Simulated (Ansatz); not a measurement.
**How many bands does the GW gap of Cs2InAgCl6 (Fm-3m) need?**

Aim: see how the G0W0 gap of Cs2InAgCl6 (Fm-3m) on LDA moves with empty bands and screening cutoff, and what each rung costs.

Method: G0W0 on LDA, plane waves, PAW, in Ansatz 0.2.0.

Report form: the programs' logs are mostly left out.

In doubt: one-shot GW on d or f shells is unsure (steps 2, 3, 4, 5, 6), so the values of those runs are not to be relied on.

## Step 1: Set-up

It takes space group Fm-3m (No. 225, cubic). The conventional cell has a = 10.469 Å, b = 10.469 Å, c = 10.469 Å, α = 90.00°, β = 90.00°, γ = 90.00°. Cs has 12 Cl at 3.70 Å nearest. Nearest to In lie 6 Cl at 2.51 Å. Ag has 6 Cl at 2.72 Å nearest. Nearest to Cl lie 1 In at 2.51 Å and 1 Ag at 2.72 Å and 4 Cs at 3.70 Å. Farther neighbours and most contacts between anions are not listed.

The cell and positions come from the Crystallography Open Database and are kept as given unless a step says otherwise. Spin-orbit coupling is left out unless a step names it. The default PAW set here is soft_2. Its files were made with PBE.

## Step 2: 177 empty bands, screening to 42 eV

Now the one-shot GW correction: screening in the RPA, then the self-energy of the levels asked for.

The input, input.yaml:

```yaml
crystal:
  lattice:
    - [0.0, 5.2345, 5.2345]
    - [5.2345, 0.0, 5.2345]
    - [5.2345, 5.2345, 0.0]
  atoms:
    - { symbol: Cs, position: [0.25, 0.25, 0.25] }
    - { symbol: Cs, position: [0.75, 0.75, 0.75] }
    - { symbol: In, position: [0.0, 0.0, 0.0] }
    - { symbol: Ag, position: [0.5, 0.5, 0.5] }
    - { symbol: Cl, position: [0.76021, 0.23979, 0.23979] }
    - { symbol: Cl, position: [0.23979, 0.76021, 0.23979] }
    - { symbol: Cl, position: [0.23979, 0.76021, 0.76021] }
    - { symbol: Cl, position: [0.76021, 0.23979, 0.76021] }
    - { symbol: Cl, position: [0.23979, 0.23979, 0.76021] }
    - { symbol: Cl, position: [0.76021, 0.76021, 0.23979] }
kpoints:
  mp_grid: { grid: [2, 2, 2] }
hamiltonian:
  xc: lda
scf:
  occupations: { method: fixed }
gw:
  n_empty_bands: 177
  ecut_chi: 42
  qp_bands: [v3, c3]
  qp_kpoints: band_edges
  screening: { model: contour_deformation }
```

Launch:

```bash
ansatz run input.yaml --threads 3 --pin off --max-ram 92160MiB --backend cuda --events-out ev --progress --plain --runs-dir out --devices 1 --max-vram 13GiB  # rebuilt from the run's record
```

The job ended after 7.2 s (1 × NVIDIA H100 80GB HBM3 (shared by 6 runs) with 3 threads of AMD EPYC 7R13 (Zen 3), shared host; peak memory 1.2 GiB).

Numbers from this step:

```yaml
bands_summed: 223
rpa_eps_infinity_on_this_mesh_eigenvalues: 4.309, 4.309, 4.309
plane_waves_in_the_screening_matrix: 169
q_points_in_the_mesh: 8
g0w0_gap_on_the_mesh: 2.729 eV
k_of_the_valence_top: 0, 0, 0
k_of_the_conduction_bottom: 0, 0, 0
starting_gap_on_the_mesh: 0.8817 eV
z_at_the_valence_top: 0.7559
z_at_the_conduction_bottom: 0.7984
least_direct_g0w0_gap_on_the_computed_points: 2.729 eV
```

The gap on the mesh goes from 0.88 eV to 2.73 eV, a correction of +1.85 eV. Between the two edge states, bare exchange in place of the xc potential would open the gap by 9.09 eV, and correlation takes back 7.24 eV.

## Step 3: 501 empty bands, screening to 84 eV

Another rung: the empty bands reach about as high as the screening cutoff, so the two stay in balance.

Changes to input.yaml since step 2:

```diff
@@ -23,4 +23,4 @@
 gw:
-  n_empty_bands: 177
-  ecut_chi: 42
+  n_empty_bands: 501
+  ecut_chi: 84
   qp_bands: [v3, c3]
```

It took 8.2 s on 1 × NVIDIA H100 80GB HBM3 (shared by 6 runs) with 3 threads; peak memory 1.5 GiB.

This step gave:

```
bands summed                                 : 547
RPA ε∞ on this mesh (eigenvalues)            : 4.300, 4.300, 4.300
plane waves in the screening matrix          : 531
q-points in the mesh                         : 8
G0W0 gap on the mesh                         : 2.555 eV
k of the valence top                         : 0, -0.5, -0.5
k of the conduction bottom                   : 0, 0, 0
starting gap on the mesh                     : 0.8817 eV
Z at the valence top                         : 0.7479
Z at the conduction bottom                   : 0.7934
least direct G0W0 gap on the computed points : 2.556 eV
```

Against the run with 2×2×2 mesh, 177 empty bands, screening to 42 eV, the gap moves by −0.17 eV.

## Step 4: 1078 empty bands, screening to 140 eV

Changes to input.yaml since step 3:

```diff
@@ -23,4 +23,4 @@
 gw:
-  n_empty_bands: 501
-  ecut_chi: 84
+  n_empty_bands: 1078
+  ecut_chi: 140.0
   qp_bands: [v3, c3]
```

The job ended after 15 s (1 × NVIDIA H100 80GB HBM3 (shared by 6 runs) with 3 threads; peak memory 2.2 GiB).

This step gave:

- bands summed: 1124
- RPA ε∞ on this mesh (eigenvalues): 4.290, 4.290, 4.290
- plane waves in the screening matrix: 1067
- G0W0 gap on the mesh: 2.563 eV
- k of the valence top: 0, -0.5, -0.5
- k of the conduction bottom: 0, 0, 0
- starting gap on the mesh: 0.8817 eV
- least direct G0W0 gap on the computed points: 2.564 eV

Against the run with 2×2×2 mesh, 501 empty bands, screening to 84 eV, the gap moves by +0.008 eV.

## Step 5: Changing the frequency model: 2×2×2 mesh, 1078 empty bands, screening to 140 eV, plasmon pole

A plasmon pole stands in for the full frequency dependence of the screening; this run shows what that costs in accuracy.

Changes to input.yaml since step 4:

```diff
@@ -27,2 +27,2 @@
   qp_kpoints: band_edges
-  screening: { model: contour_deformation }
+  screening: { model: godby_needs }
```

The job ended after 23 s (1 × NVIDIA H100 80GB HBM3 (shared by 6 runs) with 3 threads; peak memory 2.6 GiB).

Numbers from this step:

| Quantity | Value |
| --- | --- |
| bands summed | 1124 |
| plasmon-pole fit frequency | 21.03 eV |
| RPA ε∞ on this mesh (eigenvalues) | 4.290, 4.290, 4.290 |
| plane waves in the screening matrix | 1067 |
| G0W0 gap on the mesh | 2.624 eV |
| k of the valence top | 0, -0.5, -0.5 |
| k of the conduction bottom | 0, 0, 0 |
| starting gap on the mesh | 0.8817 eV |
| least direct G0W0 gap on the computed points | 2.625 eV |

Against the run with 2×2×2 mesh, 1078 empty bands, screening to 140 eV, the gap moves by +0.06 eV.

## Step 6: Changing the files and raising the bands: 2×2×2 mesh, 1599 empty bands, screening to 182 eV, hard PAW files

Other atomic data (hard PAW) test the pseudisation: the cutoff goes from 420 to 710 eV and the valence electrons from 92 to 100, which opens shells that were frozen. Bands and screening cutoff change too, so the step is no clean test of the files.

Changes to input.yaml since step 5:

```diff
@@ -20,2 +20,3 @@
   xc: lda
+  pseudopotentials: { kind: paw, source: ansatz }
 scf:
@@ -23,6 +24,6 @@
 gw:
-  n_empty_bands: 1078
-  ecut_chi: 140.0
+  n_empty_bands: 1599
+  ecut_chi: 182.0
   qp_bands: [v3, c3]
   qp_kpoints: band_edges
-  screening: { model: godby_needs }
+  screening: { model: contour_deformation }
```

Elapsed: 37 s, on 1 × NVIDIA H100 80GB HBM3 (shared by 6 runs) with 3 threads; peak memory 4.1 GiB.

This step gave:

| Property | Result |
| --- | --- |
| bands summed | 1649 |
| RPA ε∞ on this mesh (eigenvalues) | 4.284, 4.284, 4.284 |
| plane waves in the screening matrix | 1639 |
| G0W0 gap on the mesh | 2.628 eV |
| k of the valence top | 0, -0.5, -0.5 |
| k of the conduction bottom | 0, 0, 0 |
| starting gap on the mesh | 0.8854 eV |
| least direct G0W0 gap on the computed points | 2.629 eV |

Against the run with 2×2×2 mesh, 1078 empty bands, screening to 140 eV, the gap moves by +0.06 eV.

## Step 7: Side by side

Times are wall times on 1 × NVIDIA H100 80GB HBM3 (shared by 6 runs) with 3 threads of AMD EPYC 7R13 (Zen 3), shared host, good to a factor of about two.

| mesh | files | frequency | bands summed | cutoff (eV) | start (eV) | G0W0 (eV) | time | host memory (GiB) |
| --- | --- | --- | --- | --- | --- | --- | --- | --- |
| 2×2×2 | default PAW | contour deformation | 223 | 42 | 0.882 | 2.729 | 7.2 s | 1.2 |
| 2×2×2 | default PAW | contour deformation | 547 | 84 | 0.882 | 2.555 | 8.2 s | 1.5 |
| 2×2×2 | default PAW | contour deformation | 1124 | 140 | 0.882 | 2.563 | 15 s | 2.2 |
| 2×2×2 | default PAW | plasmon pole | 1124 | 140 | 0.882 | 2.624 | 23 s | 2.6 |
| 2×2×2 | hard PAW | contour deformation | 1649 | 182 | 0.885 | 2.628 | 37 s | 4.1 |

How the two edges are built up, in eV (the quasiparticle level is the starting level plus Σx plus Σc less Vxc):

| run | edge | start | Σx | Σc | Vxc | Z | QP |
| --- | --- | --- | --- | --- | --- | --- | --- |
| 223 bands | valence top | 3.88 | -28.47 | 3.90 | -24.16 | 0.76 | 3.47 |
| 223 bands | conduction bottom | 4.76 | -10.04 | -3.34 | -14.82 | 0.80 | 6.20 |
| 547 bands | valence top | 3.88 | -28.46 | 3.67 | -24.17 | 0.75 | 3.26 |
| 547 bands | conduction bottom | 4.76 | -10.04 | -3.73 | -14.82 | 0.79 | 5.81 |
| 1124 bands | valence top | 3.88 | -28.46 | 3.46 | -24.17 | 0.74 | 3.05 |
| 1124 bands | conduction bottom | 4.76 | -10.04 | -3.93 | -14.82 | 0.79 | 5.61 |

## Step 8: What came out

```json
{
  "223 bands, 42 eV": "2.729 eV",
  "547 bands, 84 eV": "2.555 eV",
  "1124 bands, 140 eV": "2.563 eV",
  "mesh and start": "2×2×2, LDA"
}
```

What this shows: From 223 to 1124 bands the gap moves by −0.17 eV while the time grows 2.1-fold. The gap turns back along the series, so no limit is drawn from it. The plasmon-pole model gives +0.06 eV against contour deformation, 4 % of the correction, and saved no time in this program. With hard PAW files and 1649 bands the gap is 2.63 eV. The 2×2×2 mesh is coarse for this cell (its supercell is 15 Å along the shortest edge). The RPA ε∞ on it, from the LDA start, is 4.29; such meshes misread the long-range screening, most where the gap is narrow. A d shell, filled or nearly so, lies near the gap. One-shot GW converges very slowly in bands there, not always from below, and on a semilocal start the gap tends to come out low; starts rich in exact exchange can overshoot instead. The many-body steps are scalar-relativistic: spin-orbit coupling is not in them.

[Paths, hosts, dates, memory and timing lines, banners, echoed tables and standing remarks are left out of the program output.]

[Logs are printed without paths, hosts, clocks, repeated set-up lines and the standing remarks that a program may print on its own settings, such as how far it seeks lower states.]

[Runs of the session that timed out or met a known fault of the program may be left out.]

[Cells called generated may have been cut or substituted from an entry of the Crystallography Open Database or the Materials Project.]

[Hosts, paths, dates, database ids (printed as entryN), source tags and the programs' standing remarks are cut or masked in the printed files.]
